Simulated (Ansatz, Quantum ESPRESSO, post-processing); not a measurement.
# 1T-SnSe2, layer by layer, part 3 of 8

Wanted: polarisability and band edges of 1T-SnSe2, layer by layer.

Quantum ESPRESSO 7.5; plane-wave DFT, PBE, GBRV ultrasoft pseudopotentials; geometry by Ansatz 0.2.0 with PAW datasets.

So far. Step 3 (Ground state, 1 layer: no field): The run needed 12 iterations to bring the estimated error under 1e-09 Ry. Step 6 (Potential by pp.x, 1 layer): The slope in the vacuum is 0.100 eV/Å for an applied 0.10 V/Å, as it should be.

## (7) Bands along a path, 1 layer: no field

The density is frozen and the levels are solved along a path.

n1.f0.bands.in

```
&control
  prefix = 'n1.f0.bands'
  outdir = './out'
  pseudo_dir = './pseudo'
  calculation = 'bands'
  tefield = .true.
  dipfield = .true.
/
&system
  ibrav = 0
  nat = 3
  ntyp = 2
  ecutwfc = 40
  ecutrho = 200
  occupations = 'smearing'
  smearing = 'fd'
  degauss = 0.004
  edir = 3
  emaxpos = 0.97
  eopreg = 0.04
  eamp = 0.0
  nbnd = 17
/
&electrons
  conv_thr = 1e-07
  mixing_beta = 0.4
  electron_maxstep = 120
  mixing_mode = 'local-TF'
/
ATOMIC_SPECIES
  Se  78.9710  se_pbe_v1.uspp.F.UPF
  Sn  118.7100  sn_pbe_v1.4.uspp.F.UPF
CELL_PARAMETERS angstrom
  3.87639601199709 0.00000000000000 -0.00000000000000
  -1.93819800599855 3.35705742151817 -0.00000000000000
  -0.00000000000000 -0.00000000000000 19.11048904290000
ATOMIC_POSITIONS crystal
  Se  0.666666666667 0.333333333333 0.416687261436
  Sn  -0.000000000000 -0.000000000000 0.500000003879
  Se  0.333333333333 0.666666666667 0.583312734685
K_POINTS crystal_b
4
  0.0000000000 0.0000000000 0.0000000000 12
  0.5000000000 0.0000000000 0.0000000000 12
  0.3333333333 0.3333333333 0.0000000000 12
  0.0000000000 0.0000000000 0.0000000000 1
```

The run is started by

```bash
$ cp -r out/n1.f0.save out/n1.f0.bands.save
$ cp out/n1.f0.xml out/n1.f0.bands.xml
$ OMP_NUM_THREADS=1 mpirun -n 4 pw.x -nk 4 -in n1.f0.bands.in > n1.f0.bands.out
```

What it wrote:

```text
[banner, memory and clock lines left out]
Program PWSCF v.7.5 starts

          URL

     Presently no symmetry can be used with electric field

     Atomic positions and unit cell read from directory:
     ./out/n1.f0.bands.save/

     G-vector sticks info

     bravais-lattice index     =            0
     lattice parameter (alat)  =       7.3253  a.u.
     unit-cell volume          =    1678.2448 (a.u.)^3
     number of atoms/cell      =            3
     number of atomic types    =            2
     number of electrons       =        26.00
     number of Kohn-Sham states=           17
     kinetic-energy cutoff     =      40.0000  Ry
     charge density cutoff     =     200.0000  Ry
     Exchange-correlation=  SLA  PW   PBX  PBC
                           (   1   4   3   4   0   0   0)

     celldm(1)=   7.325327  celldm(2)=   0.000000  celldm(3)=   0.000000
     celldm(4)=   0.000000  celldm(5)=   0.000000  celldm(6)=   0.000000

     crystal axes: (cart. coord. in units of alat)
               a(1) = (   1.000000   0.000000  -0.000000 )
               a(2) = (  -0.500000   0.866025  -0.000000 )
               a(3) = (  -0.000000  -0.000000   4.929963 )

     reciprocal axes: (cart. coord. in units 2 pi/alat)
               b(1) = (  1.000000  0.577350  0.000000 )
               b(2) = (  0.000000  1.154701  0.000000 )
               b(3) = (  0.000000  0.000000  0.202841 )

     PseudoPot. # 1 for Se read from file:
     ./pseudo/se_pbe_v1.uspp.F.UPF
     Pseudo is Ultrasoft + core correction, Zval =  6.0
     Generated by new atomic code, or converted to UPF format
     Using radial grid of  877 points,  6 beta functions with:
                l(1) =   0
                l(2) =   0
                l(3) =   1
                l(4) =   1
                l(5) =   2
                l(6) =   2
     Q(r) pseudized with  8 coefficients,  rinner =    1.300   1.300   1.300
                                                       1.300   1.300

     PseudoPot. # 2 for Sn read from file:
     ./pseudo/sn_pbe_v1.4.uspp.F.UPF
     Pseudo is Ultrasoft + core correction, Zval = 14.0
     Generated by new atomic code, or converted to UPF format
     Using radial grid of  891 points,  6 beta functions with:
                l(1) =   0
                l(2) =   0
                l(3) =   1
                l(4) =   1
                l(5) =   2
                l(6) =   2
     Q(r) pseudized with  8 coefficients,  rinner =    1.350   1.350   1.350
                                                       1.350   1.350

     atomic species   valence    mass     pseudopotential
     Se                6.00    78.97100     Se( 1.00)
     Sn               14.00   118.71000     Sn( 1.00)

     No symmetry found

   Cartesian axes

     site n.     atom                  positions (alat units)
         1        Se     tau(   1) = (   0.5000000   0.2886751   2.0542528  )
         2        Sn     tau(   2) = (   0.0000000  -0.0000000   2.4649815  )
         3        Se     tau(   3) = (  -0.0000000   0.5773503   2.8757102  )

     number of k points=    37  Fermi-Dirac smearing, width (Ry)=  0.0040
                       cart. coord. in units 2pi/alat
        k(    1) = (   0.0000000   0.0000000   0.0000000), wk =   0.0540541
        k(    2) = (   0.0416667   0.0240563   0.0000000), wk =   0.0540541
        k(    3) = (   0.0833333   0.0481125   0.0000000), wk =   0.0540541
        k(    4) = (   0.1250000   0.0721688   0.0000000), wk =   0.0540541
        k(    5) = (   0.1666667   0.0962250   0.0000000), wk =   0.0540541
        k(    6) = (   0.2083333   0.1202813   0.0000000), wk =   0.0540541
        k(    7) = (   0.2500000   0.1443376   0.0000000), wk =   0.0540541
        k(    8) = (   0.2916667   0.1683938   0.0000000), wk =   0.0540541
        k(    9) = (   0.3333333   0.1924501   0.0000000), wk =   0.0540541
        k(   10) = (   0.3750000   0.2165064   0.0000000), wk =   0.0540541
        k(   11) = (   0.4166667   0.2405626   0.0000000), wk =   0.0540541
        k(   12) = (   0.4583333   0.2646189   0.0000000), wk =   0.0540541
        k(   13) = (   0.5000000   0.2886751   0.0000000), wk =   0.0540541
        k(   14) = (   0.4861111   0.3127314   0.0000000), wk =   0.0540541
        k(   15) = (   0.4722222   0.3367877   0.0000000), wk =   0.0540541
        k(   16) = (   0.4583333   0.3608439   0.0000000), wk =   0.0540541
        k(   17) = (   0.4444444   0.3849002   0.0000000), wk =   0.0540541
        k(   18) = (   0.4305556   0.4089564   0.0000000), wk =   0.0540541
        k(   19) = (   0.4166667   0.4330127   0.0000000), wk =   0.0540541
        k(   20) = (   0.4027778   0.4570690   0.0000000), wk =   0.0540541
        k(   21) = (   0.3888889   0.4811252   0.0000000), wk =   0.0540541
        k(   22) = (   0.3750000   0.5051815   0.0000000), wk =   0.0540541
        k(   23) = (   0.3611111   0.5292377   0.0000000), wk =   0.0540541
        k(   24) = (   0.3472222   0.5532940   0.0000000), wk =   0.0540541
        k(   25) = (   0.3333333   0.5773503   0.0000000), wk =   0.0540541
        k(   26) = (   0.3055556   0.5292377   0.0000000), wk =   0.0540541
        k(   27) = (   0.2777778   0.4811252   0.0000000), wk =   0.0540541
        k(   28) = (   0.2500000   0.4330127   0.0000000), wk =   0.0540541
        k(   29) = (   0.2222222   0.3849002   0.0000000), wk =   0.0540541
        k(   30) = (   0.1944444   0.3367877   0.0000000), wk =   0.0540541
        k(   31) = (   0.1666667   0.2886751   0.0000000), wk =   0.0540541
        k(   32) = (   0.1388889   0.2405626   0.0000000), wk =   0.0540541
        k(   33) = (   0.1111111   0.1924501   0.0000000), wk =   0.0540541
        k(   34) = (   0.0833333   0.1443376   0.0000000), wk =   0.0540541
        k(   35) = (   0.0555556   0.0962250   0.0000000), wk =   0.0540541
        k(   36) = (   0.0277778   0.0481125   0.0000000), wk =   0.0540541
        k(   37) = (   0.0000000   0.0000000   0.0000000), wk =   0.0540541

     Dense  grid:    80251 G-vectors     FFT dimensions: (  36,  36, 180)

     Smooth grid:    57391 G-vectors     FFT dimensions: (  30,  30, 150)

     The potential is recalculated from file :
     ./out/n1.f0.bands.save/charge-density

     negative rho (up, down):  3.562E-04 0.000E+00

     Adding external electric field

     Computed dipole along edir(3) :
        Dipole               -0.0000 Ry au,         -0.0001 Debye
        Dipole field         -0.0000 Ry au,

        Potential amp.        0.0000 Ry
        Total length         34.6690 bohr

     Starting wfcs are   17 randomized atomic wfcs

     Band Structure Calculation
     Davidson diagonalization with overlap

[...]
-3.1477  -2.8092  -2.6906  -2.3327  -2.2156  -0.5562   1.0085   2.3395
     2.4385

          k = 0.0833 0.0481 0.0000 (  7209 PWs)   bands (ev):

   -23.2666 -23.2621 -23.2332 -23.2265 -23.2249 -15.3974 -14.1505  -7.6952
    -3.2403  -3.1189  -2.8504  -2.5871  -2.1734  -0.2980   1.3077   2.2484
     2.5539

          k = 0.1250 0.0722 0.0000 (  7209 PWs)   bands (ev):

   -23.2694 -23.2594 -23.2315 -23.2280 -23.2247 -15.3200 -14.0996  -7.7293
    -3.7381  -3.1099  -3.0500  -2.9086  -2.1541  -0.0754   1.5450   2.3479
     2.7249

          k = 0.1667 0.0962 0.0000 (  7179 PWs)   bands (ev):

   -23.2733 -23.2562 -23.2317 -23.2273 -23.2242 -15.2139 -14.0329  -7.7919
    -4.2440  -3.3339  -3.2639  -2.9989  -2.1634  -0.0135   1.6475   2.7062
     2.9242

          k = 0.2083 0.1203 0.0000 (  7161 PWs)   bands (ev):

   -23.2781 -23.2528 -23.2339 -23.2242 -23.2232 -15.0816 -13.9551  -7.8948
    -4.7154  -3.6620  -3.4769  -2.9512  -2.1958  -0.1339   1.7645   3.0819
     3.1212

          k = 0.2500 0.1443 0.0000 (  7181 PWs)   bands (ev):

   -23.2835 -23.2499 -23.2363 -23.2216 -23.2206 -14.9268 -13.8727  -8.0459
    -5.1325  -3.9421  -3.6781  -2.8943  -2.2431  -0.3613   1.8872   3.2898
     3.3007

          k = 0.2917 0.1684 0.0000 (  7161 PWs)   bands (ev):

   -23.2891 -23.2476 -23.2386 -23.2192 -23.2168 -14.7548 -13.7936  -8.2417
    -5.4891  -4.1489  -3.8594  -2.8419  -2.2969  -0.6220   1.9683   3.3373
     3.4152

          k = 0.3333 0.1925 0.0000 (  7175 PWs)   bands (ev):

   -23.2945 -23.2462 -23.2407 -23.2163 -23.2133 -14.5730 -13.7268  -8.4638
    -5.7871  -4.2763  -4.0147  -2.8024  -2.3501  -0.8716   1.9975   3.2911
     3.4963

          k = 0.3750 0.2165 0.0000 (  7159 PWs)   bands (ev):

   -23.2992 -23.2454 -23.2424 -23.2133 -23.2103 -14.3919 -13.6816  -8.6826
    -6.0276  -4.3345  -4.1395  -2.7817  -2.3969  -1.0835   1.9897   3.2437
     3.5416

          k = 0.4167 0.2406 0.0000 (  7160 PWs)   bands (ev):

   -23.3028 -23.2450 -23.2437 -23.2108 -23.2079 -14.2264 -13.6642  -8.8666
    -6.2071  -4.3462  -4.2308  -2.7796  -2.4333  -1.2412   1.9655   3.2346
     3.5631

          k = 0.4583 0.2646 0.0000 (  7160 PWs)   bands (ev):

   -23.3051 -23.2448 -23.2445 -23.2092 -23.2065 -14.0997 -13.6715  -8.9890
    -6.3188  -4.3379  -4.2864  -2.7875  -2.4562  -1.3365   1.9431   3.2704
     3.5715

          k = 0.5000 0.2887 0.0000 (  7152 PWs)   bands (ev):

   -23.3059 -23.2448 -23.2447 -23.2086 -23.2059 -14.0486 -13.6809  -9.0318
    -6.3568  -4.3322  -4.3050  -2.7923  -2.4640  -1.3681   1.9342   3.3061
     3.5736

          k = 0.4861 0.3127 0.0000 (  7160 PWs)   bands (ev):

   -23.3056 -23.2451 -23.2446 -23.2088 -23.2060 -14.0453 -13.6797  -9.0325
    -6.3505  -4.3411  -4.3367  -2.7893  -2.4883  -1.3328   1.9754   3.3113
     3.5468

          k = 0.4722 0.3368 0.0000 (  7156 PWs)   bands (ev):

   -23.3046 -23.2459 -23.2440 -23.2092 -23.2061 -14.0354 -13.6761  -9.0345
    -6.3318  -4.4414  -4.3513  -2.7817  -2.5562  -1.2346   2.0940   3.3272
     3.4834

          k = 0.4583 0.3608 0.0000 (  7158 PWs)   bands (ev):

   -23.3031 -23.2474 -23.2432 -23.2101 -23.2062 -14.0192 -13.6704  -9.0383
    -6.3006  -4.5870  -4.3787  -2.7727  -2.6540  -1.0924   2.2751   3.3552
     3.3925

          k = 0.4444 0.3849 0.0000 (  7150 PWs)   bands (ev):

   -23.3011 -23.2493 -23.2420 -23.2111 -23.2064 -13.9971 -13.6634  -9.0442
    -6.2573  -4.7573  -4.4233  -2.7648  -2.7637  -0.9294   2.4972   3.2892
     3.3990

          k = 0.4306 0.4090 0.0000 (  7156 PWs)   bands (ev):

   -23.2986 -23.2518 -23.2405 -23.2125 -23.2067 -13.9695 -13.6558  -9.0526
    -6.2021  -4.9347  -4.4898  -2.8674  -2.7597  -0.7672   2.7315   3.1887
     3.4677

          k = 0.4167 0.4330 0.0000 (  7152 PWs)   bands (ev):

   -23.2957 -23.2546 -23.2387 -23.2140 -23.2070 -13.9374 -13.6489  -9.0640
    -6.1355  -5.1060  -4.5812  -2.9508  -2.7586  -0.6231   2.9397   3.1039
     3.5782

          k = 0.4028 0.4571 0.0000 (  7144 PWs)   bands (ev):

   -23.2926 -23.2578 -23.2366 -23.2157 -23.2074 -13.9014 -13.6438  -9.0782
    -6.0583  -5.2615  -4.6965  -3.0059  -2.7631  -0.5083   3.0437   3.0864
     3.7435

          k = 0.3889 0.4811 0.0000 (  7150 PWs)   bands (ev):

   -23.2892 -23.2612 -23.2344 -23.2176 -23.2077 -13.8627 -13.6423  -9.0947
    -5.9714  -5.3947  -4.8299  -3.0310  -2.7746  -0.4272   3.0124   3.1685
     3.9413

          k = 0.3750 0.5052 0.0000 (  7144 PWs)   bands (ev):

   -23.2857 -23.2648 -23.2320 -23.2195 -23.2081 -13.8225 -13.6459  -9.1120
    -5.8772  -5.5013  -4.9717  -3.0293  -2.7948  -0.3778   3.0099   3.2045
     4.1273

          k = 0.3611 0.5292 0.0000 (  7140 PWs)   bands (ev):

   -23.2822 -23.2684 -23.2296 -23.2215 -23.2084 -13.7819 -13.6566  -9.1282
    -5.7801  -5.5791  -5.1091  -3.0059  -2.8247  -0.3531   3.0327   3.2069
     4.2666

          k = 0.3472 0.5533 0.0000 (  7148 PWs)   bands (ev):

   -23.2788 -23.2720 -23.2273 -23.2234 -23.2087 -13.7425 -13.6760  -9.1403
    -5.6927  -5.6277  -5.2221  -2.9663  -2.8650  -0.3445   3.0753   3.1814
     4.3453

          k = 0.3333 0.5774 0.0000 (  7158 PWs)   bands (ev):

   -23.2754 -23.2754 -23.2253 -23.2253 -23.2087 -13.7056 -13.7055  -9.1450
    -5.6484  -5.6484  -5.2711  -2.9154  -2.9154  -0.3433   3.1314   3.1314
     4.3686

          k = 0.3056 0.5292 0.0000 (  7139 PWs)   bands (ev):

   -23.2814 -23.2691 -23.2288 -23.2225 -23.2083 -13.7995 -13.6451  -9.1199
    -5.7387  -5.6153  -5.1106  -3.0385  -2.7971  -0.3381   2.9795   3.2594
     4.3030

          k = 0.2778 0.4811 0.0000 (  7147 PWs)   bands (ev):

   -23.2858 -23.2636 -23.2318 -23.2218 -23.2072 -13.9409 -13.6109  -9.0333
    -5.8355  -5.5062  -4.8195  -3.1667  -2.6812  -0.3102   2.8077   3.3676
     4.1516

          k = 0.2500 0.4330 0.0000 (  7167 PWs)   bands (ev):

   -23.2883 -23.2591 -23.2339 -23.2224 -23.2066 -14.1228 -13.6099  -8.8805
    -5.8340  -5.3532  -4.4943  -3.2591  -2.5918  -0.2589   2.6700   3.4064
     3.9530

          k = 0.2222 0.3849 0.0000 (  7183 PWs)   bands (ev):

   -23.2886 -23.2558 -23.2352 -23.2237 -23.2074 -14.3313 -13.6435  -8.6728
    -5.7151  -5.1859  -4.1594  -3.2741  -2.5449  -0.1936   2.5909   3.3360
     3.7370

          k = 0.1944 0.3368 0.0000 (  7193 PWs)   bands (ev):

   -23.2869 -23.2537 -23.2355 -23.2250 -23.2099 -14.5503 -13.7075  -8.4345
    -5.4784  -5.0162  -3.8331  -3.1882  -2.5439  -0.1217   2.5518   3.1512
     3.5387

          k = 0.1667 0.2887 0.0000 (  7187 PWs)   bands (ev):

   -23.2836 -23.2530 -23.2349 -23.2261 -23.2139 -14.7649 -13.7933  -8.1979
    -5.1329  -4.8247  -3.5355  -3.0128  -2.5769  -0.0462   2.4900   2.8855
     3.3996

          k = 0.1389 0.2406 0.0000 (  7211 PWs)   bands (ev):

   -23.2793 -23.2538 -23.2335 -23.2270 -23.2185 -14.9628 -13.8896  -7.9952
    -4.6945  -4.5718  -3.2933  -2.7899  -2.6164   0.0273   2.3465   2.5873
     3.3167

          k = 0.1111 0.1925 0.0000 (  7183 PWs)   bands (ev):

   -23.2747 -23.2558 -23.2315 -23.2281 -23.2224 -15.1347 -13.9852  -7.8466
    -4.2280  -4.1854  -3.1434  -2.6184  -2.5689   0.0697   2.1211   2.3174
     3.1830

          k = 0.0833 0.1443 0.0000 (  7199 PWs)   bands (ev):

   -23.2705 -23.2586 -23.2303 -23.2292 -23.2243 -15.2742 -14.0703  -7.7535
    -3.7946  -3.6391  -3.1012  -2.5550  -2.3888   0.0082   1.8183   2.1636
     2.9140

          k = 0.0556 0.0962 0.0000 (  7203 PWs)   bands (ev):

   -23.2672 -23.2615 -23.2326 -23.2270 -23.2248 -15.3767 -14.1366  -7.7033
    -3.3081  -3.1432  -3.0895  -2.4562  -2.2712  -0.2158   1.4317   2.1881
     2.6297

          k = 0.0278 0.0481 0.0000 (  7227 PWs)   bands (ev):

   -23.2651 -23.2636 -23.2342 -23.2255 -23.2249 -15.4392 -14.1787  -7.6807
    -3.1454  -2.8513  -2.7351  -2.3325  -2.2281  -0.5205   1.0489   2.3209
     2.4537

          k = 0.0000 0.0000 0.0000 (  7255 PWs)   bands (ev):

   -23.2644 -23.2644 -23.2348 -23.2249 -23.2249 -15.4602 -14.1932  -7.6744
    -3.1549  -2.6216  -2.6216  -2.2436  -2.2436  -0.6773   0.8778   2.3977
     2.3977

     XML data file, pseudopotentials, collected wavefunctions

                                        0.00s GPU  (     554 calls)
```

Elapsed: 33 s, on 4 MPI ranks of Arm Neoverse V1, shared host; peak memory 0.33 GiB.

Numbers from this step:

| Item | Value |
| --- | --- |
| dipole along the normal | -2.08e-5 e·Å |
| valence top, on the run's zero | -2.154 eV |
| conduction bottom, on the run's zero | -1.368 eV |
| gap by band count | 0.7860 eV |

Band numbers count within the set of bands kept for display. The electronic bands at the labelled points (eV, zero at the highest filled level of the SCF mesh; v1 is the highest filled band, c1 the lowest empty one):

```tsv
point	v4	v3	v2	v1	c1	c2	c3	c4
Γ	-0.46	-0.46	-0.08	-0.08	1.49	3.04	4.56	4.56
halfway	-1.78	-1.51	-0.73	-0.08	1.80	4.05	5.45	5.46
M	-2.17	-2.14	-0.63	-0.30	0.80	4.10	5.47	5.74
halfway	-2.94	-2.42	-0.79	-0.60	1.54	5.10	5.27	5.74
K	-3.49	-3.11	-0.75	-0.75	1.82	5.29	5.29	6.53
halfway	-2.66	-1.37	-0.85	-0.41	2.12	4.65	5.05	5.56
Γ	-0.46	-0.46	-0.08	-0.08	1.49	3.04	4.56	4.56
```

The electronic bands as a text plot (rows in eV, shown from -7.0 to 4.6 only):

```
    4.3 |++++++     +++++++++++++                     +++++++++++
    3.8 |    +++++++                                      ++
    3.4 | +++                                               ++++
    2.9 |+                                                      +
    2.4 |                                             ++++++
    1.9 |   ++++++++                 +++++++++++++++++      ++
    1.4 |+++        ++++         ++++                         +++
    1.0 |               +++++++++
    0.5 |
    0.0 |****************                                 *******
   -0.5 |****       ********************* ***********************
   -1.0 |***********               ******************************
   -1.5 |    **  ***                              ****    **
   -1.9 |      ** ************                  **      **
   -2.4 |        *       **** *******         **      **
   -2.9 |         **              ************  ******
   -3.4 |           **               ***************
   -3.9 |             *****      *******    ****
   -4.3 |                  ******
   -4.8 |
   -5.3 |****                                                 ***
   -5.8 |    *******                                  ********
   -6.3 |           ****                          ****
   -6.7 |               **************************
         Γ                   M           K                      Γ
```

Along this path the valence top lies between Γ and M and the conduction bottom at M.

## (8) Polarisability from the dipole between 0 and 0.1 V/A, 1 layer

Numbers from this step:

```
change of slope in the vacuum : 0.09999 eV/Å
polarisability a cell         : 5.471 Å³
sheet polarisability 4πα/A    : 5.284 Å
```

Change of the potential energy, second field less first against z:

z (Å), change of the potential energy, second field less first (eV) and a bar from the least value:
```
      0.0     -0.345 #######
      0.5     -0.641 
      1.0     -0.591 #
      1.5     -0.541 ##
      2.0     -0.491 ####
      2.5     -0.441 #####
      3.0     -0.391 ######
      3.5     -0.341 #######
      4.0     -0.291 ########
      4.5     -0.241 ##########
      5.0     -0.191 ###########
      5.5     -0.143 ############
      6.0     -0.096 #############
      6.5     -0.056 ##############
      7.0     -0.027 ###############
      7.5     -0.013 ###############
      8.0     -0.007 ###############
      8.5     -0.005 ###############
      9.0     -0.005 ###############
      9.5     -0.001 ###############
     10.0      0.004 ###############
     10.5      0.005 ###############
     11.0      0.006 ###############
     11.5      0.011 ################
     12.0      0.023 ################
     12.5      0.049 #################
     13.0      0.088 #################
     13.5      0.133 ###################
     14.0      0.182 ####################
     14.5      0.231 #####################
     15.0      0.281 ######################
     15.5      0.331 #######################
     16.0      0.381 ########################
     16.5      0.431 ##########################
     17.0      0.481 ###########################
     17.5      0.531 ############################
     18.0      0.581 #############################
     18.5      0.612 ##############################
     19.0     -0.156 ############
```

(Continued in part 4 of 8.)

[Logs are printed without paths, hosts, clocks, repeated set-up lines and the standing remarks that a program may print on its own settings, such as how far it seeks lower states.]

[Hosts, paths, dates, database ids (printed as entryN), source tags and the programs' standing remarks are cut or masked in the printed files.]

[Maps of the electrostatic potential energy from Ansatz leave out the sawtooth potential of an applied field or a dipole correction, so their vacuum need not be flat; planar profiles and work functions include it.]
